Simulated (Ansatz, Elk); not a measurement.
# How far do independent atoms describe Cd2Mo?

The structure of Cd2Mo used here is made up (a known structure type with other elements) and was relaxed beforehand with r2SCAN. The aim is the Fourier transform of its all-electron density, F(hkl), set beside the sum over free spherical atoms that refinements use.

Method: DFT, PBE, all-electron APW+lo, Dirac cores, scalar-relativistic bands, static density, no spin, in Elk 11.2.3 (patched build).

The structure was built from a prototype and need not be the compound's stable phase.

## (1) The structure

The structure is cubic, space group Fd-3m (No. 227). The conventional cell has a = 7.599 Å, b = 7.599 Å, c = 7.599 Å, α = 90.00°, β = 90.00°, γ = 90.00°. Cd has 6 Cd at 2.69 Å and 6 Mo at 3.15 Å nearest. Nearest to Mo lie 12 Cd at 3.15 Å and 4 Mo at 3.29 Å. Farther neighbours are not listed.

Structure file:

```cif
data_structure
_symmetry_space_group_name_H-M 'Fd-3m:1'
_symmetry_Int_Tables_number 227
_cell_length_a 7.5990
_cell_length_b 7.5990
_cell_length_c 7.5990
_cell_angle_alpha 90.000
_cell_angle_beta 90.000
_cell_angle_gamma 90.000
_cell_volume 438.81
loop_
_atom_site_label
_atom_site_type_symbol
_atom_site_symmetry_multiplicity
_atom_site_Wyckoff_symbol
_atom_site_fract_x
_atom_site_fract_y
_atom_site_fract_z
_atom_site_occupancy
Cd1 Cd 16 c 0.37500 0.12500 0.37500 1
Mo1 Mo 8 b 0.25000 0.75000 0.25000 1
```

## (2) Ground state and structure factors

An all-electron density is needed, since X-rays see the cores too. Task 0 finds the density and task 195 Fourier-transforms it; tshift is off so that phases refer to the origin typed.

elk.in

```
tasks
  0
  195

xctype
  20

spinpol
  .false.

rgkmax
  7.0

gmaxvr
  14.0

lmaxo
  7

lmaxapw
  8

swidth
  0.002

tshift
  .false.

ramdisk
  .false.

hmaxvr
  5.5

maxscl
  120

epspot
  1e-06

sppath
  './'

avec
  0.00000000000 7.18003885252 7.18003885252
  7.18003885252 0.00000000000 7.18003885252
  7.18003885252 7.18003885252 -0.00000000000

atoms
  2
  'Cd.in'
  4
  0.6250000000 0.1250000000 0.6250000000   0.000000 0.000000 0.000000
  0.6250000000 0.6250000000 0.1250000000   0.000000 0.000000 0.000000
  0.1250000000 0.6250000000 0.6250000000   0.000000 0.000000 0.000000
  0.6250000000 0.6250000000 0.6250000000   0.000000 0.000000 0.000000
  'Mo.in'
  2
  0.2500000000 0.2500000000 0.2500000000   0.000000 0.000000 0.000000
  0.0000000000 -0.0000000000 -0.0000000000   0.000000 0.000000 0.000000

ngridk
  5 5 5
```

Started as:

```
OMP_NUM_THREADS=4 elk
```

Numbers of over 12 decimals in the logs are rounded to 6 here.

What it wrote:

```text
┌─────────────────────────┐
│ Elk code version 11.2.3 │
└─────────────────────────┘

All units are atomic (Hartree, Bohr, etc.)

┌─────────────────────────────────────────────────┐
│ Ground-state run starting from atomic densities │
└─────────────────────────────────────────────────┘

Lattice vectors :
   0.000000000       7.180038853       7.180038853
   7.180038853       0.000000000       7.180038853
   7.180038853       7.180038853      -0.000000000

Reciprocal lattice vectors :
 -0.4375453557      0.4375453557      0.4375453557
  0.4375453557     -0.4375453557      0.4375453557
  0.4375453557      0.4375453557     -0.4375453557

Unit cell volume      :    740.3044817
Brillouin zone volume :   0.3350651246

Muffin-tin inner radius fraction :   0.1000000000E-01

Nuclei treated as point charges

Species : 1 (Cd)
 parameters loaded from : Cd.in
 name : cadmium
 nuclear charge    :   -48.00000000
 electronic charge :    48.00000000
 atomic mass :    204912.7176
 muffin-tin radius :    2.513527081
 number of radial points in muffin-tin :   1193
 inner part over the whole radius :   0.9936134386E-02
 number on inner part of muffin-tin    :    849
 approximate nuclear radius :   0.8708852602E-04
 number of mesh points to nuclear radius :    427
 atomic positions (lattice), magnetic fields (Cartesian) :
  1 :  -0.37500000  0.12500000 -0.37500000    0.00000000  0.00000000  0.00000000
  2 :  -0.37500000 -0.37500000  0.12500000    0.00000000  0.00000000  0.00000000
  3 :   0.12500000 -0.37500000 -0.37500000    0.00000000  0.00000000  0.00000000
  4 :  -0.37500000 -0.37500000 -0.37500000    0.00000000  0.00000000  0.00000000

Species : 2 (Mo)
 parameters loaded from : Mo.in
 name : molybdenum
 nuclear charge    :   -42.00000000
 electronic charge :    42.00000000
 atomic mass :    174887.9214
 muffin-tin radius :    2.600000000
 number of radial points in muffin-tin :   1193
 inner part over the whole radius :   0.9897744308E-02
 number on inner part of muffin-tin    :    848
 approximate nuclear radius :   0.8334154960E-04
 number of mesh points to nuclear radius :    419
 atomic positions (lattice), magnetic fields (Cartesian) :
  1 :   0.25000000  0.25000000  0.25000000    0.00000000  0.00000000  0.00000000
  2 :   0.00000000  0.00000000  0.00000000    0.00000000  0.00000000  0.00000000

Total number of atoms per unit cell :    6
Total muffin-tin volume :    413.3164345
 ratio of muffin-tin to unit cell volume :   0.5583060008

Spin treatment :
 spin-unpolarised

Number of Bravais lattice symmetries :   48
Number of crystal symmetries         :   48
Crystal has no inversion symmetry
Complex Hermitian eigensolver will be used

k-point grid :      5     5     5
k-point offset :    0.000000000       0.000000000       0.000000000
k-point set is reduced with full crystal symmetry group
Total number of k-points :       10

Muffin-tin radius times maximum |G+k| :    7.000000000
 using average radius
Maximum |G+k| for APW functions       :    2.753356611
Maximum (1/2)|G+k|²                   :    3.790486314
Maximum |G| for potential and density :    14.00000000
Constant for pseudocharge density :    9
 order of it for each species :   16  16
 order of it for pair densities of each species (exact exchange by exxq0 0: 17) :    9  10
Radial integration step length :    1

G-vector grid sizes :     48    48    48
Number of G-vectors :    34327

Maximum angular momentum used for
 APW functions            :    8
 outer part of muffin-tin :    7
 inner part of muffin-tin :    2

Total nuclear charge    :   -276.0000000
Total core charge       :    176.0000000
Total valence charge    :    100.0000000
Total excess charge     :    0.000000000
Total electronic charge :    276.0000000

Effective Wigner radius, rₛ :   0.8619278146

Number of empty states         :     24
Total number of valence states :     75
Total number of core states    :    176

Third-order local-orbitals added for an l without core states : T
Total number of local-orbitals :    104

[...]
Hartree                     :      8951.3950708227
 Madelung                    :     -36970.751186066
 xc potential                :     -1120.6921154196
 exchange                    :     -850.85726829013
 correlation                 :     -14.756501461995
 electron entropic           :    -0.10669923772752E-02
 total energy                :     -30484.601334985

Density of states at Fermi energy :    77.33289012
 (states/Hartree/unit cell)

Estimated indirect band gap :   0.4374889889E-02
 from k-point 8 to k-point 9
Estimated direct band gap   :   0.5759377316E-02
 at k-point 9

Charges :
 core                        :    176.0000000
 valence                     :    100.0000000
 interstitial                :    9.822874196
 muffin-tins (core leakage)
  species : 1 (Cd)
[...]
species : 2 (Mo)
[...]
total in muffin-tins        :    266.1771258
 total calculated charge     :    275.9977774
 total charge                :    276.0000000
 error                       :   0.2222621004E-02

RMS change in Kohn-Sham potential (target) :   0.1320952207     (  0.1000000000E-05)
Absolute change in total energy (target)   :   0.2190174121     (  0.1000000000E-03)

[... loops 3 to 15 left out ...]

┌──────────────────┐
│ Loop number : 16 │
└──────────────────┘

Energies :
 Fermi                       :     0.307758
 sum of occupied eigenvalues :     -18243.970639903
 electron kinetic            :      31865.486661894
 core electron kinetic       :      30930.845318971
 Coulomb                     :     -61481.693296272
 Coulomb potential           :     -48978.738755875
 nuclear-nuclear             :     -3630.2619105760
 electron-nuclear            :     -66832.535503113
 Hartree                     :      8981.1041174173
 Madelung                    :     -36992.323918334
 xc potential                :     -1130.7185459224
 exchange                    :     -852.09530799398
 correlation                 :     -14.755073695034
 electron entropic           :    -0.15241819583614E-02
 total energy                :     -30483.058540249

Density of states at Fermi energy :    108.4485163
 (states/Hartree/unit cell)

Estimated indirect band gap :   0.5957588768E-02
 from k-point 9 to k-point 9
Estimated direct band gap   :   0.5957588768E-02
 at k-point 9

Charges :
 core                        :    176.0000000
 valence                     :    100.0000000
 interstitial                :    8.958746377
 muffin-tins (core leakage)
  species : 1 (Cd)
[...]
species : 2 (Mo)
[...]
total in muffin-tins        :    267.0412536
 total calculated charge     :    275.9978002
 total charge                :    276.0000000
 error                       :   0.2199787990E-02

RMS change in Kohn-Sham potential (target) :   0.1448076870E-06 (  0.1000000000E-05)
Absolute change in total energy (target)   :   0.2111401045E-04 (  0.1000000000E-03)

Convergence targets achieved

┌──────────────────┐
│ Loop number : 17 │
└──────────────────┘

Energies :
 Fermi                       :     0.307758
 sum of occupied eigenvalues :     -18243.970631932
 electron kinetic            :      31865.486665698
 core electron kinetic       :      30930.845317638
 Coulomb                     :     -61481.693296307
 Coulomb potential           :     -48978.738757660
 nuclear-nuclear             :     -3630.2619105760
 electron-nuclear            :     -66832.535502381
 Hartree                     :      8981.1041166500
 Madelung                    :     -36992.323917477
 xc potential                :     -1130.7185399701
 exchange                    :     -852.09530797541
 correlation                 :     -14.755073656476
 electron entropic           :    -0.15241828790125E-02
 total energy                :     -30483.058536424

Density of states at Fermi energy :    108.4486043
 (states/Hartree/unit cell)

Estimated indirect band gap :   0.5957587599E-02
 from k-point 9 to k-point 9
Estimated direct band gap   :   0.5957587599E-02
 at k-point 9

Charges :
 core                        :    176.0000000
 valence                     :    100.0000000
 interstitial                :    8.958745484
 muffin-tins (core leakage)
  species : 1 (Cd)
[...]
atom 4                    :    46.71776011     (  0.3899122457E-03)
  species : 2 (Mo)
   atom 1                    :    40.08510704     ( -0.3314869801E-07)
   atom 2                    :    40.08510704     ( -0.3314869801E-07)
 total in muffin-tins        :    267.0412545
 total calculated charge     :    275.9978002
 total charge                :    276.0000000
 error                       :   0.2199788066E-02

┌──────────────────────────────┐
│ Self-consistent loop stopped │
└──────────────────────────────┘

Warning : core states of species 1 leak from the muffin-tin :   0.3899122457E-03

Wrote STATE.OUT
```

Elapsed: 23 s, on 4 threads of INTEL XEON PLATINUM 8581C at 2.30GHz (Emerald Rapids), shared host; peak memory 0.25 GiB; 55 s of CPU time.

SFACRHO.OUT:

```text

h k l indices transformed by vhmat matrix:
   1.000000000       0.000000000       0.000000000    
   0.000000000       1.000000000       0.000000000    
   0.000000000       0.000000000       1.000000000    

      h      k      l  multipl.   |H|            Re(F)            Im(F)           |F|

      0      0      0      1   0.0000000       276.00000      0.23646777E-16   276.00000    
      1      1      1      4  0.75785079      -24.332012       24.332012       34.410662    
      1      0      0      4  0.75785079      -24.332012      -24.332012       34.410662    
      0     -1     -1      6  0.87509071     -0.77053414E-13 -0.20231759E-13  0.79665254E-13
      1      2      1     12   1.2375652       67.264959     -0.10190777E-12   67.264959    
      0     -1     -2     12   1.4511738       85.232917       85.232917       120.53755    
     -1     -1      1     12   1.4511738       85.232917      -85.232917       120.53755    
     -2      0      0      4   1.5157016     -0.10273789E-12  -148.62713       148.62713    
      0      2      0      4   1.5157016     -0.10787478E-12   148.62713       148.62713    
      2      2      0      6   1.7501814      -80.782430     -0.20945565E-12   80.782430    
     -3     -1     -1     12   1.9072160      -18.928206       18.928206       26.768526    
     -2     -2     -3     12   1.9072160      -18.928206      -18.928206       26.768526    
     -1      1      2     24   1.9567623      0.66779625E-13  0.16292638E-13  0.68738406E-13
      2      3      3     12   2.1435257       55.041356      0.67473156E-13   55.041356    
      1      0      3     12   2.1435257       55.041356     -0.15504617E-12   55.041356    
      3      1      3     12   2.2735524       70.723332      -70.723332       100.01789    
     -1     -3     -3     12   2.2735524       70.723332       70.723332       100.01789    
      0      0      3      4   2.2735524       70.792291      -70.792291       100.11542
```

Elk indexes on the primitive cell of elk.in and gives |H| = 4π sin θ/λ in inverse bohr. Below, one row stands for each form hkl of the conventional cell (m members, Friedel mates merged), F is for one primitive cell and the density is static (no thermal factor). Free-atom factors are Waasmaier and Kirfel's, and R is Σm||F|−|F'||/Σm|F|.

```csv
hkl,m,sin θ/λ (Å⁻¹),"abs F, DFT",neutral atoms,diff.,abs of complex diff.
111,8,0.114,34.411,34.439,-0.029,0.029
200,6,0.132,0.000,0.000,+0.000,0.000
220,12,0.186,67.265,67.818,-0.553,0.553
311,24,0.218,120.538,121.305,-0.768,0.768
222,8,0.228,148.627,149.119,-0.492,0.492
400,6,0.263,80.782,80.891,-0.109,0.109
331,24,0.287,26.769,26.909,-0.141,0.141
420,24,0.294,0.000,0.000,+0.000,0.000
422,24,0.322,55.041,54.940,+0.101,0.101
511,24,0.342,100.018,99.982,+0.036,0.036
333,8,0.342,100.115,99.982,+0.134,0.134
440,12,0.372,170.231,169.879,+0.352,0.352
531,48,0.389,22.497,22.575,-0.077,0.077
442,24,0.395,0.021,0.000,+0.021,0.021
600,6,0.395,0.000,0.000,+0.000,0.000
620,24,0.416,48.322,48.164,+0.158,0.158
533,24,0.431,88.080,87.782,+0.298,0.298
622,24,0.436,108.249,107.997,+0.252,0.252
444,8,0.456,59.246,59.257,-0.011,0.011
711,24,0.470,19.762,19.670,+0.092,0.092
551,24,0.470,19.658,19.670,-0.012,0.012
640,24,0.474,0.000,0.000,+0.000,0.000
```

## (3) The highest occupied states alone

An energy window below the Fermi level keeps the highest occupied states, to see at which angles they scatter; shallow core shells can lie inside it and anion s states outside. No new self-consistency is needed.

elk.in: that of step 2 with these lines changed.

```diff
@@ -1,3 +1,2 @@
 tasks
-  0
   195
@@ -40,2 +39,5 @@
 
+wsfac
+  -0.133230 0.607760
+
 sppath
```

Started as:

```
OMP_NUM_THREADS=4 elk
```

What it wrote:

```text
┌─────────────────────────────────┐
│ Elk code version 11.2.3 started │
└─────────────────────────────────┘

Info(readinput): the functional depends on the density's gradient
 muffin-tin radial points multiplied by    2.00000
 (not where nrmtscf is given)

┌────────────────────┐
│ Current task : 195 │
└────────────────────┘
Info(checkmt): changed muffin-tin radius of species 1 (Cd) from   2.6000 to   2.5135

Info(sfacrho): density structure factors written to SFACRHO.OUT

 Energy window :  -0.1332300000      0.6077600000

┌──────────────────┐
│ Elk code stopped │
└──────────────────┘
```

Elapsed: 8.1 s, on 4 threads; peak memory 0.18 GiB.

States within 12 eV below the Fermi level hold 60.00 electrons; any levels below the window count with the cores. Their amplitudes can exceed the total, where window and core parts have opposite phase:

```csv
hkl,sin θ/λ (Å⁻¹),"abs F, window","abs F, all"
111,0.114,13.107,34.411
200,0.132,0.000,0.000
220,0.186,2.808,67.265
311,0.218,11.233,120.538
222,0.228,18.983,148.627
400,0.263,13.959,80.782
331,0.287,5.693,26.769
420,0.294,0.000,0.000
422,0.322,0.515,55.041
511,0.342,4.286,100.018
```

## (4) Another functional

The difference from free atoms is small, so it is set against the change that PBEsol makes.

elk.in: that of step 3 with these lines changed.

```diff
@@ -1,2 +1,3 @@
 tasks
+  0
   195
@@ -4,3 +5,3 @@
 xctype
-  20
+  22
 
@@ -39,5 +40,2 @@
 
-wsfac
-  -0.133230 0.607760
-
 sppath
```

Started as:

```
OMP_NUM_THREADS=4 elk
```

What it wrote:

```text
┌─────────────────────────┐
│ Elk code version 11.2.3 │
└─────────────────────────┘

All units are atomic (Hartree, Bohr, etc.)

┌─────────────────────────────────────────────────┐
│ Ground-state run starting from atomic densities │
└─────────────────────────────────────────────────┘

Lattice vectors :
   0.000000000       7.180038853       7.180038853
   7.180038853       0.000000000       7.180038853
   7.180038853       7.180038853      -0.000000000

Reciprocal lattice vectors :
 -0.4375453557      0.4375453557      0.4375453557
[...]
muffin-tins (core leakage)
  species : 1 (Cd)
[...]
species : 2 (Mo)
   atom 1                    :    40.07719557     ( -0.3191870945E-07)
   atom 2                    :    40.07719557     ( -0.3191870945E-07)
 total in muffin-tins        :    267.0275385
 total calculated charge     :    275.9977691
 total charge                :    276.0000000
 error                       :   0.2230931722E-02

┌──────────────────────────────┐
│ Self-consistent loop stopped │
└──────────────────────────────┘

Warning : core states of species 1 leak from the muffin-tin :   0.3942767333E-03

Wrote STATE.OUT
[key lines of the parts left out:]
total energy                :     -30468.411573596
```

Run time: 24 s. Hardware: 4 threads; peak memory 0.26 GiB; 58 s of CPU time.

Against the first run R = 0.01 %; the largest change is -0.044 at 222.

## (5) Basis size

A smaller basis shows how fast F responds to it; the change is likely larger than the basis error of the first run, but doesn't show convergence.

elk.in: that of step 4 with these lines changed.

```diff
@@ -5,3 +5,3 @@
 xctype
-  22
+  20
 
@@ -11,3 +11,3 @@
 rgkmax
-  7.0
+  5.5
```

Started as:

```
OMP_NUM_THREADS=4 elk
```

What it wrote:

```text
┌─────────────────────────┐
│ Elk code version 11.2.3 │
└─────────────────────────┘

All units are atomic (Hartree, Bohr, etc.)

┌─────────────────────────────────────────────────┐
│ Ground-state run starting from atomic densities │
└─────────────────────────────────────────────────┘

Lattice vectors :
   0.000000000       7.180038853       7.180038853
   7.180038853       0.000000000       7.180038853
   7.180038853       7.180038853      -0.000000000

Reciprocal lattice vectors :
 -0.4375453557      0.4375453557      0.4375453557
[...]
muffin-tins (core leakage)
  species : 1 (Cd)
[...]
species : 2 (Mo)
   atom 1                    :    39.99271598     ( -0.3428585060E-07)
   atom 2                    :    39.99271598     ( -0.3428585060E-07)
 total in muffin-tins        :    266.6514378
 total calculated charge     :    275.9987394
 total charge                :    276.0000000
 error                       :   0.1260626827E-02

┌──────────────────────────────┐
│ Self-consistent loop stopped │
└──────────────────────────────┘

Warning : core states of species 1 leak from the muffin-tin :   0.3917891432E-03

Wrote STATE.OUT
[key lines of the parts left out:]
total energy                :     -30482.660735167
```

Wall time 19 s (4 threads); peak memory 0.25 GiB; 45 s of CPU time.

Against the first run R = 0.03 %; the largest change is +0.172 at 440.

## (6) Settings against the effect

```csv
run,R against the first run (%),"R against neutral atoms, low angle (%)",wall time
"PBE, rgkmax 7",0.00,0.53,23 s
PBEsol,0.01,0.56,24 s
rgkmax 5.5,0.03,0.54,19 s
```

## (7) Outcome

- R against neutral atoms, sin θ/λ < 0.3 Å⁻¹: 0.53 %
- R against neutral atoms, 0.3 to 0.82 Å⁻¹: 0.24 %

Independent neutral atoms miss the calculated amplitudes by R = 0.53 % below 0.3 Å⁻¹ and 0.24 % from there to 0.82 Å⁻¹; by shells, 0.08 % below 0.15 Å⁻¹ (1 form), 0.55 % 0.15 to 0.3 (5 forms), 0.22 % 0.3 to 0.45 (9 forms), 0.24 % above 0.45 (53 forms). Bonding, aspherical density and the tables' own atoms all enter these figures, and the runs don't part them. The largest change of an amplitude is -0.77 electrons, at 311. The window's part falls from 60.0 electrons at the origin to at most 2.29 between 0.45 and 0.82 Å⁻¹, where compact states inside the window still scatter. Below 0.3 Å⁻¹ the changes that finished (PBEsol and rgkmax 5.5) move F by R = 0.05 % at most, against the 0.53 % that separates it from free atoms. The k-mesh has no finished test. These runs have no spin, though d or f shells may be open. Part of the difference isn't bonding: the tables are fits to free atoms and ions calculated by other methods than this functional. Thermal motion, anomalous dispersion and extinction are left out.

[Logs are printed without paths, hosts, clocks, repeated set-up lines and the standing remarks that a program may print on its own settings, such as how far it seeks lower states.]

[Hosts, paths, dates, database ids (printed as entryN), source tags and the programs' standing remarks are cut or masked in the printed files.]
